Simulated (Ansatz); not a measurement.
# ZnS (F-43m): zone-centre modes under pressure

Aim: how do the optical modes of ZnS (F-43m) move with volume?

Calculated with Ansatz 0.2.0; DFT LDA, scalar-relativistic, plane waves, PAW; PAW set soft_1.

The database entry behind the starting cell differs from later determinations by our own check (about 0.1 % short), so it need not match the best structure at ambient conditions.

### Step 1. Set-up

It takes space group F-43m (No. 216, cubic). The conventional cell has a = 5.404 Å, b = 5.404 Å, c = 5.404 Å, α = 90.00°, β = 90.00°, γ = 90.00°. Nearest to S lie 4 Zn at 2.34 Å. Nearest to Zn lie 4 S at 2.34 Å. Farther neighbours and most contacts between anions are not listed.

### Step 2. Bringing the structure to rest

The cell and atoms are relaxed, since residual forces and stress would shift the frequencies.

input.yaml reads:

```yaml
crystal:
  lattice:
    - [0.0, 2.702, 2.702]
    - [2.702, 0.0, 2.702]
    - [2.702, 2.702, 0.0]
  atoms:
    - { symbol: S, position: [0.0, 0.0, 0.0] }
    - { symbol: Zn, position: [0.75, 0.75, 0.75] }
kpoints:
  mp_grid: { grid: [10, 10, 10] }
hamiltonian:
  xc: lda
  pseudopotentials: { kind: paw, azcp: { folder: soft_1 }, xc_functional: pbe }
scf:
  occupations: { method: gaussian, width: 0.02 }
output:
  forces: true
  stress: true
  eigenvalues: true
  write_density: true
  write_potential: true
  elf: true
  volumetric_format: npy
relax:
  adjacent_minimum: "off"
  f_tol: 0.005
  max_steps: 80
  cell: { stress_tol: 0.05 }
```

Run with:

```sh
> ansatz run input.yaml --threads 4 --pin off --max-ram 10240MiB --backend cpu --events-out ev --progress --plain --runs-dir out
```

Numbers of over 12 decimals in the logs are rounded to 6 here.

The program printed:

```text
Engine: ansatz 0.2.0, x86_64-unknown-linux-gnu
Pseudopotentials: kind: paw
Pseudopotential: S, paw, valence charge 6, recommended cutoff 420 eV (normal), soft_1/S.paw.azcp
Pseudopotential: Zn, paw, valence charge 12, recommended cutoff 420 eV (normal), soft_1/Zn.paw.azcp
Functional definition: SPW92
  exchange = slater_x
  correlation = pw_c
Crystal: 2 atoms, lattice volume = 39.454 Å³
Basis set: ecut = 420 eV, 749 PW (Γ)
Bands: 13, of which v1, the nominal top of the filled ones, is band 9 counted from 1 (8 counted from 0)
Symmetry: 24 space group operations
Space group: F-43m (ITA 216), of the structure as read, at distance tolerance 3.4e-5 Å
k-points: 47 of 1000 (time reversal used)
Non-local potential: S, projectors of the file, l = 0: 2, l = 1: 2, l = 2: 1
Non-local potential: Zn, projectors of the file, l = 0: 2, l = 1: 2, l = 2: 3, l = 3: 1
PAW form: soft (Blöchl's): semilocal exchange-correlation on the pseudo side does not see the compensation charge
PAW frozen core: S, regenerated for the run's functional, and the local potential with it (the file was generated under x = pbe(κ = 0.804, μ = 0.219515), c = pbe(β = 0.066725))
PAW frozen core: Zn, regenerated for the run's functional, and the local potential with it (the file was generated under x = pbe(κ = 0.804, μ = 0.219515), c = pbe(β = 0.066725))
PAW one-centre angular grid: S, 110 points (default); XC on 64 Gauss nodes
PAW one-centre angular grid: Zn, 590 points (default); XC on 64 Gauss nodes
Initial density: superposition of atomic densities (chi_scale 0.1, normalization cell, long waves kept (reshape's long-wave potential 0.00 eV rms))
Initial wavefunctions: pseudopotential atomic-orbital guess
Functional: x = slater, c = lda
SCF iter   1: F=—  HF=-4117.509465 eV  |F-HF|=—  |Δ(HF+E_count)|=         —  Δρ=3.81e-2  dr2=3.36e-1  ethr=3.10e-3  ⟨swp⟩=6.5  Hψ=4482  notcnv=0
preconditioner: auto → none  [insulator: Δε(μ)=2.092 eV  Ē_g=12.511 eV  σ=0.020 eV  W_gap=1.00  n_scr=14 (ndim 8)  ℏωp=25.1 eV  f_vac=0.000  D(μ)=0.00/eV (n_scr^D=0)  ε∞_Penn≈5.0]
SCF iter   2: F=—  HF=-4117.425620 eV  |F-HF|=—  |Δ(HF+E_count)|=   8.38e-2  Δρ=1.42e-2  dr2=4.22e-2  ethr=1.87e-3  ⟨swp⟩=2.0  Hψ=1551  notcnv=0
SCF iter   3: F=—  HF=-4117.412499 eV  |F-HF|=—  |Δ(HF+E_count)|=   1.31e-2  Δρ=9.45e-3  dr2=1.72e-2  ethr=2.34e-4  ⟨swp⟩=2.0  Hψ=1185  notcnv=0
SCF iter   4: F=—  HF=-4117.408094 eV  |F-HF|=—  |Δ(HF+E_count)|=   4.40e-3  Δρ=2.09e-3  dr2=1.20e-3  ethr=9.58e-5  ⟨swp⟩=2.0  Hψ=1542  notcnv=0
SCF iter   5: F=—  HF=-4117.407970 eV  |F-HF|=—  |Δ(HF+E_count)|=   1.25e-4  Δρ=6.15e-4  dr2=8.33e-5  ethr=6.67e-6  ⟨swp⟩=2.4  Hψ=1074  notcnv=0
SCF iter   6: F=—  HF=-4117.407989 eV  |F-HF|=—  |Δ(HF+E_count)|=   1.87e-5  Δρ=9.31e-5  dr2=1.46e-6  ethr=4.63e-7  ⟨swp⟩=2.3  Hψ=1016  notcnv=0
SCF iter   7: F=-4117.407988 eV  HF=-4117.407988 eV  |F-HF|=1.41e-8  |Δ(HF+E_count)|=   1.22e-7  Δρ=8.63e-6  dr2=2.01e-8  ethr=5.56e-10  ⟨swp⟩=9.0  Hψ=5232  notcnv=0
SCF 1 converged in 7 iterations: F = -4117.407988 eV  dr2 = 2.01e-8
  greatest PAW one-centre occupation: 0.984 electrons in one spin orbital (limit 2), on the Zn atom at site 1 (counted from 0), in its partial waves of l = 2
relax step   1: F+E_penalty+E_count = -4117.40798838 eV  Δ(F+E_penalty+E_count) = +0.000e0 eV  max|allowed force component| = 2.128e-16 eV/Å  Δτ_max = 0.0000 Å  P = -4.555 GPa  Ω = 39.454 Å³  (7 SCF iters, dr2 threshold 1.00e-7 eV, accepted)
Crystal: 2 atoms, lattice volume = 38.079 Å³
Basis set: ecut = 420 eV, 725 PW (Γ)
Initial density: handed on by an earlier stage of this run
Initial wavefunctions: those handed on with the density
iter 1 solved again at ethr=6.43e-6 eV; its pass at ethr=3.10e-3 eV (dr2=1.16e-3 eV) is discarded
SCF iter   1: F=—  HF=-4117.437455 eV  |F-HF|=—  |Δ(HF+E_count)|=         —  Δρ=1.64e-3  dr2=1.12e-3  ethr=6.43e-6  ⟨swp⟩=2.0  Hψ=5283  notcnv=0
preconditioner: auto → none  [insulator: Δε(μ)=2.018 eV  Ē_g=12.301 eV  σ=0.020 eV  W_gap=1.00  n_scr=14 (ndim 8)  ℏωp=25.5 eV  f_vac=0.010  D(μ)=0.00/eV (n_scr^D=0)  ε∞_Penn≈5.3]
SCF iter   2: F=—  HF=-4117.437124 eV  |F-HF|=—  |Δ(HF+E_count)|=   3.31e-4  Δρ=6.39e-4  dr2=1.67e-4  ethr=6.21e-6  ⟨swp⟩=2.7  Hψ=1170  notcnv=0
SCF iter   3: F=—  HF=-4117.437091 eV  |F-HF|=—  |Δ(HF+E_count)|=   3.32e-5  Δρ=4.96e-4  dr2=4.81e-5  ethr=9.30e-7  ⟨swp⟩=2.0  Hψ=987  notcnv=0
SCF iter   4: F=—  HF=-4117.437075 eV  |F-HF|=—  |Δ(HF+E_count)|=   1.59e-5  Δρ=8.23e-5  dr2=1.80e-6  ethr=2.67e-7  ⟨swp⟩=2.1  Hψ=919  notcnv=0
SCF iter   5: F=-4117.437075 eV  HF=-4117.437075 eV  |F-HF|=2.14e-8  |Δ(HF+E_count)|=   3.29e-7  Δρ=2.27e-5  dr2=8.17e-8  ethr=1.11e-9  ⟨swp⟩=7.8  Hψ=4508  notcnv=0
SCF 2 converged in 5 iterations: F = -4117.437075 eV  dr2 = 8.17e-8
  greatest PAW one-centre occupation: 0.983 electrons in one spin orbital (limit 2), on the Zn atom at site 1 (counted from 0), in its partial waves of l = 2
relax step   2: F+E_penalty+E_count = -4117.43707471 eV  Δ(F+E_penalty+E_count) = -2.909e-2 eV  max|allowed force component| = 7.864e-17 eV/Å  Δτ_max = 0.0000 Å  P = -2.026 GPa  Ω = 38.079 Å³  energy of the carried Pulay correction = +4.901e-4 eV  (5 SCF iters, dr2 threshold 2.00e-7 eV, accepted)
Crystal: 2 atoms, lattice volume = 37.045 Å³
iter 1 solved again at ethr=4.54e-6 eV; its pass at ethr=3.10e-3 eV (dr2=8.18e-4 eV) is discarded
SCF iter   1: F=—  HF=-4117.443652 eV  |F-HF|=—  |Δ(HF+E_count)|=         —  Δρ=1.40e-3  dr2=7.64e-4  ethr=4.54e-6  ⟨swp⟩=2.0  Hψ=5321  notcnv=0
preconditioner: auto → none  [insulator: Δε(μ)=2.139 eV  Ē_g=12.442 eV  σ=0.020 eV  W_gap=1.00  n_scr=14 (ndim 8)  ℏωp=25.9 eV  f_vac=0.009  D(μ)=0.00/eV (n_scr^D=0)  ε∞_Penn≈5.3]
SCF iter   2: F=—  HF=-4117.443432 eV  |F-HF|=—  |Δ(HF+E_count)|=   2.20e-4  Δρ=5.64e-4  dr2=1.19e-4  ethr=4.24e-6  ⟨swp⟩=2.5  Hψ=1146  notcnv=0
SCF iter   3: F=—  HF=-4117.443408 eV  |F-HF|=—  |Δ(HF+E_count)|=   2.47e-5  Δρ=4.11e-4  dr2=3.20e-5  ethr=6.60e-7  ⟨swp⟩=2.0  Hψ=987  notcnv=0
SCF iter   4: F=—  HF=-4117.443397 eV  |F-HF|=—  |Δ(HF+E_count)|=   1.03e-5  Δρ=7.12e-5  dr2=1.32e-6  ethr=1.78e-7  ⟨swp⟩=2.1  Hψ=905  notcnv=0
SCF iter   5: F=-4117.443397 eV  HF=-4117.443397 eV  |F-HF|=2.08e-8  |Δ(HF+E_count)|=   1.56e-7  Δρ=1.87e-5  dr2=5.33e-8  ethr=1.11e-9  ⟨swp⟩=11.2  Hψ=5300  notcnv=0
SCF 3 converged in 5 iterations: F = -4117.443397 eV  dr2 = 5.33e-8
relax step   3: F+E_penalty+E_count = -4117.44339709 eV  Δ(F+E_penalty+E_count) = -6.322e-3 eV  max|allowed force component| = 9.252e-17 eV/Å  Δτ_max = 0.0000 Å  P = +0.243 GPa  Ω = 37.045 Å³  energy of the carried Pulay correction = +8.705e-4 eV  (5 SCF iters, dr2 threshold 2.00e-7 eV, accepted)
[...]
relax step   4: F+E_penalty+E_count = -4117.44343482 eV  Δ(F+E_penalty+E_count) = -3.773e-5 eV  max|allowed force component| = 7.864e-17 eV/Å  Δτ_max = 0.0000 Å  P = -0.011 GPa  Ω = 37.153 Å³  energy of the carried Pulay correction = +8.302e-4 eV  (4 SCF iters, dr2 threshold 1.48e-7 eV, accepted)
Initial wavefunctions: pseudopotential atomic-orbital guess (no wavefunctions were taken with the density)
iter 1 solved again at ethr=2.32e-7 eV; its pass at ethr=3.10e-3 eV (dr2=4.18e-5 eV) is discarded
SCF iter   1: F=—  HF=-4117.442611 eV  |F-HF|=—  |Δ(HF+E_count)|=         —  Δρ=1.22e-4  dr2=1.54e-6  ethr=2.32e-7  ⟨swp⟩=3.3  Hψ=6449  notcnv=0
preconditioner: auto → none  [insulator: Δε(μ)=2.119 eV  Ē_g=12.431 eV  σ=0.020 eV  W_gap=1.00  n_scr=14 (ndim 8)  ℏωp=25.8 eV  f_vac=0.014  D(μ)=0.00/eV (n_scr^D=0)  ε∞_Penn≈5.3]
SCF iter   2: F=—  HF=-4117.442610 eV  |F-HF|=—  |Δ(HF+E_count)|=   2.03e-7  Δρ=1.25e-4  dr2=2.39e-6  ethr=8.56e-9  ⟨swp⟩=2.0  Hψ=992  notcnv=0
SCF iter   3: F=—  HF=-4117.442612 eV  |F-HF|=—  |Δ(HF+E_count)|=   1.09e-6  Δρ=1.07e-4  dr2=2.46e-6  ethr=8.56e-9  ⟨swp⟩=2.0  Hψ=987  notcnv=0
SCF iter   4: F=—  HF=-4117.442610 eV  |F-HF|=—  |Δ(HF+E_count)|=   1.21e-6  Δρ=3.82e-6  dr2=2.63e-9  ethr=8.56e-9  ⟨swp⟩=2.0  Hψ=987  notcnv=0
SCF iter   5: F=—  HF=-4117.442610 eV  |F-HF|=—  |Δ(HF+E_count)|=  3.15e-10  Δρ=1.26e-6  dr2=1.75e-10  ethr=1.46e-11  ⟨swp⟩=2.0  Hψ=1036  notcnv=0
SCF iter   6: F=-4117.442610 eV  HF=-4117.442610 eV  |F-HF|=1.82e-12  |Δ(HF+E_count)|=  3.27e-11  Δρ=1.28e-7  dr2=1.77e-12  ethr=1.00e-12  ⟨swp⟩=6.6  Hψ=2937  notcnv=0
SCF 5 converged in 6 iterations: F = -4117.442610 eV  dr2 = 1.77e-12
relax step   5: F+E_penalty+E_count = -4117.44261035 eV  Δ(F+E_penalty+E_count) = +8.245e-4 eV  max|allowed force component| = 6.592e-17 eV/Å  Δτ_max = 0.0000 Å  P = -0.013 GPa  Ω = 37.153 Å³  stress off target by 1.30e-2 GPa  SCF on the basis re-selected at this cell (its energy is not comparable with the rows above)  (6 SCF iters)
basis re-selected at this cell: Δ(F+E_penalty+E_count) = +8.245e-4 eV, ΔP = -0.002 GPa vs the last step (what re-selecting the basis moved, of the pressure what is left beyond the Pulay correction that the steps carried, after the strain that the cell walked since its last selection, with what the two solves' SCF thresholds leave and, on support functions, any second-order correction that the steps lacked; it is no m [...]
SCF converged after 6 iterations
Free energy (F): -4117.442610 eV
Harris-Foulkes:  -4117.442610 eV  (|F-HF|=1.82e-12)
Internal energy: -4117.442610 eV  (E = F + TS)
E sigma→0 (E₀):  -4117.442610 eV
Fermi energy:    7.356607 eV
--- Per-component energies (eV) ---
  E_band       = 8.485703
  E_kinetic    = 255.847976
  E_local      = -2233.151888  (includes V_loc(G=0)·N_el)
  E_nonlocal   = 857.446237
  E_hartree    = 848.201186
  E_xc         = -166.838497
  E_vxc        = -135.718069  (∫ρ·V_xc dr)
  E_paw        = -2401.925805  (= ΣΔE_a)
  E_vpaw       = -432.340693  (= ΣTr[D̂ρ^β])
  E_aug_tail   = -0.000258  (compensation charges beyond the density's cutoff)
  E_ewald      = -1278.731902
  E_core_change = 1.710341  (= ΣΔE_core)
  E_smearing   = -0.000000  (= −TS)
  E_closure    = 0.000000  (closes the sum)
  Σ components = -4117.442610   (vs F -4117.442610, Δ=0.00e0)
--- Forces (eV/Å), atoms counted from 1 ---
  atom   1  S     -0.00000000     0.00000000     0.00000000
  atom   2  Zn    -0.00000000    -0.00000000    -0.00000000
  max |Σ_I F_I| component: 8.33e-17 eV/Å
--- Stress (GPa, compression-positive) ---
       -0.012998      -0.000000      -0.000000
       -0.000000      -0.012998      -0.000000
       -0.000000       0.000000      -0.012998
  P = ⅓ Tr σ = -0.0130 GPa (-0.130 kbar)
--- Band table (eV; the first three rows and the last of 47) ---
  k-point 0: bands = [... 5 lower, 0.1076, 6.2970, 6.2970, 6.2970, 8.4160, 12.4662, 12.4662, 12.4662]
  k-point 1: bands = [... 5 lower, 0.1059, 5.4422, 6.1863, 6.1863, 9.0502, 12.3935, 12.6515, 12.6515]
  k-point 2: bands = [... 5 lower, 0.1056, 3.9831, 5.9201, 5.9201, 9.6608, 12.7101, 13.0161, 13.0161]
  k-point 46: bands = [... 5 lower, 0.5599, 1.3271, 3.2442, 3.3322, 11.3858, 12.0512, 14.5971, 14.6987]
--- Relaxed structure (4 steps of the walk, 4 accepted, 1 SCFs on fresh bases) ---
  F+E_penalty+E_count = -4117.44261035 eV   max|allowed force component| = 6.592e-17 eV/Å   (the final SCF, on the basis selected at the relaxed cell)
  cell:  # Å, volume = 37.1531 Å³
    - [0, 2.648429, 2.648429]
    - [2.648429, 0, 2.648429]
    - [2.648429, 2.648429, 0]
  atoms:
    - { symbol: S, position: [0, 0, 0] }
    - { symbol: Zn, position: [0.750000, 0.750000, 0.750000] }
```

Wall time 4.4 s (4 threads of Intel Xeon at 2.80GHz (Skylake/Cascade Lake), shared host); peak memory 0.42 GiB.

Step by step:

```
step  energy less that of the first step (eV)  largest force component (eV/Å)  pressure (GPa)  volume (Å³)
   1                                   0.0000                          0.0000           -4.55        39.45
   2                                  -0.0291                          0.0000           -2.03        38.08
   3                                  -0.0354                          0.0000            0.24        37.04
   4                                  -0.0354                          0.0000           -0.01        37.15
  5*                                  -0.0346                          0.0000           -0.01        37.15
```

Relaxation steps marked * repeat the geometry before them on a plane-wave basis chosen anew for their cell, so energy and pressure can jump there.

The run keeps the 24 symmetry operations that it works with, so distortions that break them were not tested.

```csv
"conventional cell, symmetrised",before,after,change
a (Å),5.404,5.297,-2.0 %
b (Å),5.404,5.297,-2.0 %
c (Å),5.404,5.297,-2.0 %
volume (Å³/atom),19.73,18.58,-5.8 %
```

Final coordinates:

```xyz
2
Lattice="0.0000 2.6484 2.6484 2.6484 0.0000 2.6484 2.6484 2.6484 0.0000" Properties=species:S:1:pos:R:3 pbc="T T T"
S     0.0000    0.0000    0.0000
Zn    3.9726    3.9726    3.9726
```

This step gave:

```yaml
pressure: -0.01300 GPa
gap_on_the_k_mesh: 2.119 eV
volume_per_atom: 18.58 Å³
```

Electrostatic potential energy in the ac plane of a cell with a along [110], b along [-110] and c along [001] of the cube at fractional y = 0.000, with atoms of S and Zn within 0.2 Å of it. With pseudopotentials it is smooth inside the atoms' cores, unlike the true potential.

Ten even steps from '_' (-53 eV) to '@' (11 eV), each cell a mean:
```
----##@@@@@@@@@@**::--::==%%@@@@@@@@%%==::
==**%%@@@@@@@@@@%%**==++##@@@@@@@@@@@@##==
%%@@@@@@@@@@@@@@@@@@%%%%@@@@@@@@@@@@@@@@%%
@@@@@@@@@@@@@@@@@@@@@@@@@@@@@@@@@@@@@@@@@@
@@@@@@@@@@@@@@@@@@@@@@@@@@@@@@@@@@@@@@@@@@
@@@@@@@@@@@@@@@@@@@@@@@@@@@@@@@@@@@@@@@@@@
@@@@@@@@@@@@@@@@@@@@@@@@@@@@@@@@@@@@@@@@@@
@@@@@@@@%%%%%%@@@@@@@@@@@@@@@@%%%%@@@@@@@@
@@@@@@##++--++%%@@@@@@@@@@%%**====**%%@@@@
@@@@%%++..__..++%%@@@@@@@@##::____::##@@@@
@@@@%%==______==%%@@@@@@@@**..____..##@@@@
##%%%%**::..::**%%%%####%%##==....==%%%%##
::==##%%##**##%%##==::--**%%##****%%%%**--
==::**@@@@@@@@@@**::==--==%%@@@@@@@@%%----
```
Columns run along a (7.5 Å; values clipped at the 3rd and 97th percentile), rows up along c (5.3 Å), edges of the conventional cell, whose origin can differ from the input's. Atoms in or near the plane, at fractional coordinates: S at (0.50, 0.00), S at (0.00, 0.00), Zn at (0.75, 0.25), Zn at (0.25, 0.25).

ELF in the ac plane of a cell with a along [110], b along [-110] and c along [001] of the cube at fractional y = 0.000, with atoms of S and Zn within 0.2 Å of it. It is the smooth field of the valence electrons, not physical close to the nuclei.

Values, 8 rows by 16 columns, each cell a mean:
```
0.44 0.73 0.61 0.20 0.12 0.47 0.75 0.54 0.44 0.73 0.61 0.20 0.12 0.47 0.75 0.54
0.70 0.56 0.25 0.05 0.02 0.16 0.46 0.67 0.70 0.56 0.25 0.05 0.02 0.16 0.46 0.67
0.17 0.09 0.03 0.02 0.02 0.03 0.07 0.15 0.17 0.09 0.03 0.02 0.02 0.03 0.07 0.15
0.02 0.03 0.06 0.10 0.10 0.08 0.04 0.02 0.02 0.03 0.06 0.10 0.10 0.08 0.04 0.02
0.03 0.09 0.15 0.15 0.15 0.16 0.12 0.04 0.03 0.09 0.15 0.15 0.15 0.16 0.12 0.04
0.29 0.21 0.15 0.03 0.02 0.11 0.19 0.27 0.29 0.21 0.15 0.03 0.02 0.11 0.19 0.27
0.78 0.65 0.24 0.06 0.04 0.15 0.50 0.77 0.78 0.65 0.24 0.06 0.04 0.15 0.50 0.77
0.29 0.78 0.63 0.23 0.18 0.46 0.82 0.46 0.29 0.78 0.63 0.23 0.18 0.46 0.82 0.46
```
Columns run along a (7.5 Å), rows up along c (5.3 Å), edges of the conventional cell, whose origin can differ from the input's. Atoms in or near the plane, at fractional coordinates: S at (0.50, 0.00), S at (0.00, 0.00), Zn at (0.75, 0.25), Zn at (0.25, 0.25).

Valence density in the ac plane of a cell with a along [110], b along [-110] and c along [001] of the cube at fractional y = 0.000, with atoms of S and Zn within 0.2 Å of it. It is the smooth field of the valence electrons, not physical close to the nuclei.

Ten steps, logarithmic in the rise over the least value, from '0' (0 e/Å³) to '9' (34 e/Å³), each cell a mean:
```
222100012222210000122
221000001222210000122
110000000111100000011
000000000000000000000
000000000000000000000
000000000000000000000
000000000000000000000
000011100000000110000
000123210000002332000
001268621000014884100
111379731111125995211
221246421222223663222
232112112323221221223
122100012212321001232
```
Columns run along a (7.5 Å), rows up along c (5.3 Å), edges of the conventional cell, whose origin can differ from the input's. Atoms in or near the plane, at fractional coordinates: S at (0.50, 0.00), S at (0.00, 0.00), Zn at (0.75, 0.25), Zn at (0.25, 0.25).

In this step the volume went from 19.73 to 18.58 Å³/atom.

(Part 1 of 3 ends here.)

[Logs are printed without paths, hosts, clocks, repeated set-up lines and the standing remarks that a program may print on its own settings, such as how far it seeks lower states.]

[Hosts, paths, dates, database ids (printed as entryN), source tags and the programs' standing remarks are cut or masked in the printed files.]
